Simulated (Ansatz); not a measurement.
**BiP: relaxing a made-up structure**

Starting from a made-up structure for BiP, the aim is the relaxed cell, its shortest contacts and, where a second run follows, its electronic structure.

Program: Ansatz 0.2.0. Level of theory: DFT, PBE, plane-wave PAW, files of the set soft_1, scalar-relativistic, no spin, cell and ions relaxed at zero pressure; PAW set soft_1, in the first sound run; inputs show where later runs differ. Results are calculated unless marked as measured.

**1. Starting point**

The structure is cubic, space group Fm-3m (No. 225). Conventional cell: a = 5.762 Å, b = 5.762 Å, c = 5.762 Å, α = 90.00°, β = 90.00°, γ = 90.00°. Bi has 6 P at 2.88 Å nearest. Nearest to P lie 6 Bi at 2.88 Å. Farther neighbours are not listed.

**2. Relaxing cell and atoms**

The guess takes its coordinates from another compound and its volume from a rule, so the cell and any free coordinates are relaxed together.

Input file input.yaml:

```yaml
crystal:
  lattice:
    - [0.0, 2.881, 2.881]
    - [2.881, 0.0, 2.881]
    - [2.881, 2.881, 0.0]
  atoms:
    - { symbol: Bi, position: [0.5, 0.5, 0.5] }
    - { symbol: P, position: [0.0, 0.0, 0.0] }
kpoints:
  mp_grid: { grid: [8, 8, 8] }
scf:
  occupations: { method: fermi_dirac, width: 0.05 }
hamiltonian:
  xc: pbe
  pseudopotentials: { kind: paw, azcp: { folder: soft_1 } }
relax:
  f_tol: 0.015
  max_steps: 70
  cell: {}
output:
  forces: true
  stress: true
```

Run with:

```bash
> ansatz run input.yaml --threads 4 --pin off --max-ram 8192MiB --backend cpu --events-out ev --progress --plain --runs-dir out
```

Numbers of over 12 decimals in the logs are rounded to 6 here.

Log:

```text
Engine: ansatz 0.2.0, x86_64-unknown-linux-gnu
Pseudopotentials: kind: paw
Pseudopotential: Bi, paw, valence charge 15, recommended cutoff 420 eV (normal), soft_1/Bi.paw.azcp
Pseudopotential: P, paw, valence charge 5, recommended cutoff 420 eV (normal), soft_1/P.paw.azcp
Functional definition: PBE
  parameter kappa = 0.804
  parameter beta = 0.066725
  exchange = pbe_x(kappa = kappa, mu = beta*pi^2/3)
  correlation = pbe_c(beta = beta)
Crystal: 2 atoms, lattice volume = 47.826 Å³
Basis set: ecut = 420 eV, 941 PW (Γ), exchange–correlation on 60×60×60 points (8 copies of the dense FFT grid, shifted against one another)
Bands: 14, of which v1, the nominal top of the filled ones, is band 10 counted from 1 (9 counted from 0)
Symmetry: 48 space group operations
Space group: Fm-3m (ITA 225), of the structure as read, at distance tolerance 3.6e-5 Å
k-points: 29 of 512
Non-local potential: Bi, projectors of the file, l = 0: 2, l = 1: 2, l = 2: 2, l = 3: 1
Non-local potential: P, projectors of the file, l = 0: 2, l = 1: 2, l = 2: 1
PAW form: soft (Blöchl's): semilocal exchange-correlation on the pseudo side does not see the compensation charge
PAW one-centre angular grid: Bi, 590 points (default); XC on 64 Gauss nodes
PAW one-centre angular grid: P, 110 points (default); XC on 64 Gauss nodes
Initial density: superposition of atomic densities (chi_scale 0.1, normalization cell, long waves kept (reshape's long-wave potential 0.00 eV rms))
Initial wavefunctions: pseudopotential atomic-orbital guess
Functional: x = pbe(κ = 0.804, μ = 0.219515), c = pbe(β = 0.066725)
SCF iter   1: F=—  HF=-13154.929616 eV  |F-HF|=—  |Δ(HF+E_count)|=         —  Δρ=3.14e-2  dr2=9.83e-1  ethr=3.10e-3  ⟨swp⟩=6.4  Hψ=2601  notcnv=0
preconditioner: auto → Kerker (q_TF=auto, 2.359 Å⁻¹)  [metal: Δε(μ)=0.022 eV  Ē_g=17.932 eV  σ=0.050 eV  W_gap=0.11  n_scr=14 (ndim 8)  ℏωp=24.0 eV  f_vac=0.000  D(μ)=0.16/eV (n_scr^D=0)]
SCF iter   2: F=—  HF=-13154.724583 eV  |F-HF|=—  |Δ(HF+E_count)|=   2.05e-1  Δρ=1.63e-2  dr2=2.40e-1  ethr=3.10e-3  ⟨swp⟩=2.0  Hψ=749  notcnv=0
SCF iter   3: F=—  HF=-13154.673514 eV  |F-HF|=—  |Δ(HF+E_count)|=   5.11e-2  Δρ=3.55e-3  dr2=4.62e-3  ethr=1.20e-3  ⟨swp⟩=2.2  Hψ=600  notcnv=0
SCF iter   4: F=—  HF=-13154.675465 eV  |F-HF|=—  |Δ(HF+E_count)|=   1.95e-3  Δρ=6.09e-4  dr2=2.16e-4  ethr=2.31e-5  ⟨swp⟩=2.1  Hψ=617  notcnv=0
SCF iter   5: F=—  HF=-13154.675638 eV  |F-HF|=—  |Δ(HF+E_count)|=   1.73e-4  Δρ=1.86e-4  dr2=2.88e-5  ethr=1.08e-6  ⟨swp⟩=2.8  Hψ=669  notcnv=0
SCF iter   6: F=—  HF=-13154.675619 eV  |F-HF|=—  |Δ(HF+E_count)|=   1.89e-5  Δρ=6.53e-5  dr2=2.71e-6  ethr=1.44e-7  ⟨swp⟩=2.2  Hψ=690  notcnv=0
SCF iter   7: F=-13154.675620 eV  HF=-13154.675620 eV  |F-HF|=2.46e-9  |Δ(HF+E_count)|=   1.40e-6  Δρ=9.23e-6  dr2=4.19e-8  ethr=5.00e-10  ⟨swp⟩=4.0  Hψ=1748  notcnv=0
SCF 1 converged in 7 iterations: F = -13154.675620 eV  dr2 = 4.19e-8
  greatest PAW one-centre occupation: 0.989 electrons in one spin orbital (limit 2), on the Bi atom at site 0 (counted from 0), in its partial waves of l = 2
relax step   1: F+E_penalty+E_count = -13154.67562043 eV  Δ(F+E_penalty+E_count) = +0.000e0 eV  max|allowed force component| = 1.196e-28 eV/Å  Δτ_max = 0.0000 Å  P = +3.485 GPa  Ω = 47.826 Å³  (7 SCF iters, dr2 threshold 1.00e-7 eV, accepted)
Crystal: 2 atoms, lattice volume = 52.407 Å³
Basis set: ecut = 420 eV, 965 PW (Γ), exchange–correlation on 60×60×60 points (8 copies of the dense FFT grid, shifted against one another)
Initial density: handed on by an earlier stage of this run
Initial wavefunctions: those handed on with the density
iter 1 solved again at ethr=4.27e-5 eV; its pass at ethr=3.10e-3 eV (dr2=8.53e-3 eV) is discarded
SCF iter   1: F=—  HF=-13154.676965 eV  |F-HF|=—  |Δ(HF+E_count)|=         —  Δρ=2.85e-3  dr2=8.53e-3  ethr=4.27e-5  ⟨swp⟩=2.0  Hψ=3153  notcnv=0
preconditioner: auto → Kerker (q_TF=auto, 2.324 Å⁻¹)  [metal: Δε(μ)=0.103 eV  Ē_g=9.168 eV  σ=0.050 eV  W_gap=0.44  n_scr=14 (ndim 8)  ℏωp=16.2 eV  f_vac=0.000  D(μ)=0.39/eV (n_scr^D=0)]
SCF iter   2: F=—  HF=-13154.675743 eV  |F-HF|=—  |Δ(HF+E_count)|=   1.22e-3  Δρ=1.62e-3  dr2=2.45e-3  ethr=4.27e-5  ⟨swp⟩=1.0  Hψ=406  notcnv=0
SCF iter   3: F=—  HF=-13154.675775 eV  |F-HF|=—  |Δ(HF+E_count)|=   3.18e-5  Δρ=5.80e-4  dr2=2.94e-4  ethr=1.22e-5  ⟨swp⟩=1.4  Hψ=454  notcnv=0
SCF iter   4: F=—  HF=-13154.675888 eV  |F-HF|=—  |Δ(HF+E_count)|=   1.13e-4  Δρ=9.16e-5  dr2=3.85e-6  ethr=1.47e-6  ⟨swp⟩=2.2  Hψ=538  notcnv=0
SCF iter   5: F=—  HF=-13154.675902 eV  |F-HF|=—  |Δ(HF+E_count)|=   1.47e-5  Δρ=2.13e-5  dr2=1.88e-7  ethr=1.00e-9  ⟨swp⟩=4.0  Hψ=1755  notcnv=0
SCF iter   6: F=-13154.675903 eV  HF=-13154.675903 eV  |F-HF|=1.07e-8  |Δ(HF+E_count)|=   5.92e-7  Δρ=3.73e-6  dr2=6.26e-9  ethr=9.39e-10  ⟨swp⟩=3.0  Hψ=1473  notcnv=0
SCF 2 converged in 6 iterations: F = -13154.675903 eV  dr2 = 6.26e-9
relax step   2: F+E_penalty+E_count = -13154.67590295 eV  Δ(F+E_penalty+E_count) = -2.825e-4 eV  max|allowed force component| = 3.001e-29 eV/Å  Δτ_max = 0.0000 Å  P = -2.939 GPa  Ω = 52.407 Å³  energy of the carried Pulay correction = -3.523e-4 eV  (6 SCF iters, dr2 threshold 2.00e-7 eV, accepted)
Crystal: 2 atoms, lattice volume = 50.207 Å³
iter 1 solved again at ethr=9.17e-6 eV; its pass at ethr=3.10e-3 eV (dr2=1.83e-3 eV) is discarded
SCF iter   1: F=—  HF=-13154.698803 eV  |F-HF|=—  |Δ(HF+E_count)|=         —  Δρ=1.34e-3  dr2=1.77e-3  ethr=9.17e-6  ⟨swp⟩=2.0  Hψ=3140  notcnv=0
preconditioner: auto → Kerker (q_TF=auto, 2.340 Å⁻¹)  [metal: Δε(μ)=0.031 eV  Ē_g=18.095 eV  σ=0.050 eV  W_gap=0.15  n_scr=14 (ndim 8)  ℏωp=23.4 eV  f_vac=0.000  D(μ)=0.40/eV (n_scr^D=0)]
SCF iter   2: F=—  HF=-13154.698506 eV  |F-HF|=—  |Δ(HF+E_count)|=   2.97e-4  Δρ=7.49e-4  dr2=4.99e-4  ethr=8.87e-6  ⟨swp⟩=1.0  Hψ=406  notcnv=0
SCF iter   3: F=—  HF=-13154.698477 eV  |F-HF|=—  |Δ(HF+E_count)|=   2.89e-5  Δρ=2.53e-4  dr2=5.13e-5  ethr=2.50e-6  ⟨swp⟩=1.7  Hψ=461  notcnv=0
SCF iter   4: F=—  HF=-13154.698495 eV  |F-HF|=—  |Δ(HF+E_count)|=   1.76e-5  Δρ=3.94e-5  dr2=6.99e-7  ethr=2.56e-7  ⟨swp⟩=2.4  Hψ=533  notcnv=0
SCF iter   5: F=-13154.698497 eV  HF=-13154.698496 eV  |F-HF|=8.69e-8  |Δ(HF+E_count)|=   1.59e-6  Δρ=9.58e-6  dr2=3.59e-8  ethr=1.00e-9  ⟨swp⟩=5.0  Hψ=1495  notcnv=0
SCF 3 converged in 5 iterations: F = -13154.698497 eV  dr2 = 3.59e-8
relax step   3: F+E_penalty+E_count = -13154.69849651 eV  Δ(F+E_penalty+E_count) = -2.259e-2 eV  max|allowed force component| = 2.980e-29 eV/Å  Δτ_max = 0.0000 Å  P = -0.227 GPa  Ω = 50.207 Å³  energy of the carried Pulay correction = -1.872e-4 eV  (5 SCF iters, dr2 threshold 2.00e-7 eV, accepted)
Crystal: 2 atoms, lattice volume = 50.049 Å³
iter 1 solved again at ethr=5.49e-8 eV; its pass at ethr=3.10e-3 eV (dr2=1.10e-5 eV) is discarded
SCF iter   1: F=—  HF=-13154.698627 eV  |F-HF|=—  |Δ(HF+E_count)|=         —  Δρ=9.66e-5  dr2=9.17e-6  ethr=5.49e-8  ⟨swp⟩=3.0  Hψ=2952  notcnv=0
preconditioner: auto → Kerker (q_TF=auto, 2.342 Å⁻¹)  [metal: Δε(μ)=0.042 eV  Ē_g=18.109 eV  σ=0.050 eV  W_gap=0.21  n_scr=14 (ndim 8)  ℏωp=23.5 eV  f_vac=0.000  D(μ)=0.44/eV (n_scr^D=0)]
SCF iter   2: F=—  HF=-13154.698625 eV  |F-HF|=—  |Δ(HF+E_count)|=   1.72e-6  Δρ=5.57e-5  dr2=2.74e-6  ethr=4.59e-8  ⟨swp⟩=1.0  Hψ=407  notcnv=0
SCF iter   3: F=—  HF=-13154.698625 eV  |F-HF|=—  |Δ(HF+E_count)|=   8.79e-8  Δρ=2.05e-5  dr2=3.46e-7  ethr=1.37e-8  ⟨swp⟩=1.3  Hψ=425  notcnv=0
SCF iter   4: F=-13154.698625 eV  HF=-13154.698625 eV  |F-HF|=4.73e-9  |Δ(HF+E_count)|=   1.33e-7  Δρ=2.97e-6  dr2=4.72e-9  ethr=6.44e-10  ⟨swp⟩=5.0  Hψ=1340  notcnv=0
SCF 4 converged in 4 iterations: F = -13154.698625 eV  dr2 = 4.72e-9
relax step   4: F+E_penalty+E_count = -13154.69862501 eV  Δ(F+E_penalty+E_count) = -1.285e-4 eV  max|allowed force component| = 1.262e-29 eV/Å  Δτ_max = 0.0000 Å  P = -0.008 GPa  Ω = 50.049 Å³  energy of the carried Pulay correction = -1.751e-4 eV  (4 SCF iters, dr2 threshold 1.29e-7 eV, accepted)
Initial wavefunctions: pseudopotential atomic-orbital guess (no wavefunctions were taken with the density)
iter 1 solved again at ethr=1.64e-7 eV; its pass at ethr=3.10e-3 eV (dr2=3.27e-5 eV) is discarded
SCF iter   1: F=—  HF=-13154.698696 eV  |F-HF|=—  |Δ(HF+E_count)|=         —  Δρ=1.72e-4  dr2=4.03e-7  ethr=1.64e-7  ⟨swp⟩=4.4  Hψ=4026  notcnv=0
preconditioner: auto → Kerker (q_TF=auto, 2.342 Å⁻¹)  [metal: Δε(μ)=0.043 eV  Ē_g=18.110 eV  σ=0.050 eV  W_gap=0.21  n_scr=14 (ndim 8)  ℏωp=23.5 eV  f_vac=0.000  D(μ)=0.44/eV (n_scr^D=0)]
SCF iter   2: F=—  HF=-13154.698782 eV  |F-HF|=—  |Δ(HF+E_count)|=   8.64e-5  Δρ=8.72e-5  dr2=1.04e-7  ethr=2.02e-9  ⟨swp⟩=2.0  Hψ=532  notcnv=0
SCF iter   3: F=—  HF=-13154.698817 eV  |F-HF|=—  |Δ(HF+E_count)|=   3.47e-5  Δρ=3.42e-6  dr2=7.67e-10  ethr=5.20e-10  ⟨swp⟩=2.0  Hψ=598  notcnv=0
SCF iter   4: F=—  HF=-13154.698817 eV  |F-HF|=—  |Δ(HF+E_count)|=   4.07e-8  Δρ=6.19e-7  dr2=1.13e-10  ethr=3.84e-12  ⟨swp⟩=2.1  Hψ=572  notcnv=0
SCF iter   5: F=-13154.698817 eV  HF=-13154.698817 eV  |F-HF|=1.09e-11  |Δ(HF+E_count)|=   1.04e-9  Δρ=1.14e-7  dr2=7.44e-12  ethr=1.00e-12  ⟨swp⟩=6.7  Hψ=1767  notcnv=0
SCF 5 converged in 5 iterations: F = -13154.698817 eV  dr2 = 7.44e-12
relax step   5: F+E_penalty+E_count = -13154.69881722 eV  Δ(F+E_penalty+E_count) = -1.922e-4 eV  max|allowed force component| = 1.059e-29 eV/Å  Δτ_max = 0.0000 Å  P = -0.005 GPa  Ω = 50.049 Å³  stress off target by 5.17e-3 GPa  SCF on the basis re-selected at this cell (its energy is not comparable with the rows above)  (5 SCF iters)
basis re-selected at this cell: Δ(F+E_penalty+E_count) = -1.922e-4 eV, ΔP = +0.003 GPa vs the last step (what re-selecting the basis moved, of the pressure what is left beyond the Pulay correction that the steps carried, after the strain that the cell walked since its last selection, with what the two solves' SCF thresholds leave and, on support functions, any second-order correction that the steps lacked; it is no m [...]
SCF converged after 5 iterations
Free energy (F): -13154.698817 eV
Harris-Foulkes:  -13154.698817 eV  (|F-HF|=1.09e-11)
Internal energy: -13154.695306 eV  (E = F + TS)
E sigma→0 (E₀):  -13154.697062 eV
Entropy (-TS):   -0.003511 eV (-1.755 meV/atom)
Fermi energy:    10.042886 eV
--- Per-component energies (eV) ---
  E_band       = -88.357600
  E_kinetic    = 319.031076
  E_local      = -1360.652864  (includes V_loc(G=0)·N_el)
  E_nonlocal   = 441.305560
  E_hartree    = 501.781737
  E_xc         = -224.176638
  E_vxc        = -191.578734  (∫ρ·V_xc dr)
  E_paw        = -11220.097438  (= ΣΔE_a)
  E_vpaw       = -300.026266  (= ΣTr[D̂ρ^β])
  E_aug_tail   = 0.000205  (compensation charges beyond the density's cutoff)
  E_ewald      = -1611.886945
  E_smearing   = -0.003511  (= −TS)
  E_closure    = -0.000000  (closes the sum)
  Σ components = -13154.698817   (vs F -13154.698817, Δ=0.00e0)
--- Forces (eV/Å), atoms counted from 1 ---
  atom   1  Bi     0.00000000    -0.00000000    -0.00000000
  atom   2  P     -0.00000000     0.00000000     0.00000000
  max |Σ_I F_I| component: 2.09e-29 eV/Å
--- Stress (GPa, compression-positive) ---
       -0.005172      -0.000000      -0.000000
       -0.000000      -0.005172      -0.000000
       -0.000000       0.000000      -0.005172
  P = ⅓ Tr σ = -0.0052 GPa (-0.052 kbar)
--- Relaxed structure (4 steps of the walk, 4 accepted, 1 SCFs on fresh bases) ---
  F+E_penalty+E_count = -13154.69881722 eV   max|allowed force component| = 1.059e-29 eV/Å   (the final SCF, on the basis selected at the relaxed cell)
  cell:  # Å, volume = 50.0487 Å³
    - [0, 2.924967, 2.924967]
    - [2.924967, 0, 2.924967]
    - [2.924967, 2.924967, 0]
  atoms:
    - { symbol: Bi, position: [0.5, 0.5, 0.5] }
    - { symbol: P, position: [0, 0, 0] }
```

Run time: 1.3 s. Hardware: 4 threads of Intel Xeon Platinum 8488C (Sapphire Rapids), shared host; peak memory 0.4 GiB; 4 s of CPU time.

The steps of the relaxation:

```csv
step,energy less that of the first step (eV),largest force component (eV/Å),pressure (GPa),volume (Å³)
1,0.0000,0.0000,3.48,47.83
2,-0.0003,0.0000,-2.94,52.41
3,-0.0229,0.0000,-0.23,50.21
4,-0.0230,0.0000,-0.01,50.05
5*,-0.0232,0.0000,-0.01,50.05
```

Relaxation steps marked * repeat the geometry before them on a plane-wave basis chosen anew for their cell, so energy and pressure can jump there.

Forces are held to the 48 operations that the run works with; a distortion that breaks them can't arise in this run.

```csv
"conventional cell, symmetrised",before,after,change
a (Å),5.762,5.850,+1.5 %
b (Å),5.762,5.850,+1.5 %
c (Å),5.762,5.850,+1.5 %
volume (Å³/atom),23.91,25.02,+4.6 %
```

Final coordinates:

```
Bi P
1.0
     0.00000    2.92497    2.92497
     2.92497    0.00000    2.92497
     2.92497    2.92497    0.00000
Bi P
1 1
Direct
  0.50000 0.50000 0.50000
  0.00000 0.00000 0.00000
```

This step gave:

* free energy: -13154.6988 eV
* energy at zero smearing: -13154.6971 eV
* smearing term TS: 0.003511 eV
* Fermi energy: 10.04 eV
* gap by band count: 0.04296 eV
* electrons: 20
* symmetry operations: 48
* pressure: -0.005172 GPa

Shortest distances by pair of elements, guess and relaxed (not always the same contact):

```csv
pair,guess (Å),relaxed (Å)
Bi–P,2.881,2.925
Bi–Bi,4.074,4.137
P–P,4.074,4.137
```

The relaxation ends with a pressure of -0.01 GPa.

(Continued in part 2 of 2.)

[Logs are printed without paths, hosts, clocks, repeated set-up lines and the standing remarks that a program may print on its own settings, such as how far it seeks lower states.]

[Hosts, paths, dates, database ids (printed as entryN), source tags and the programs' standing remarks are cut or masked in the printed files.]
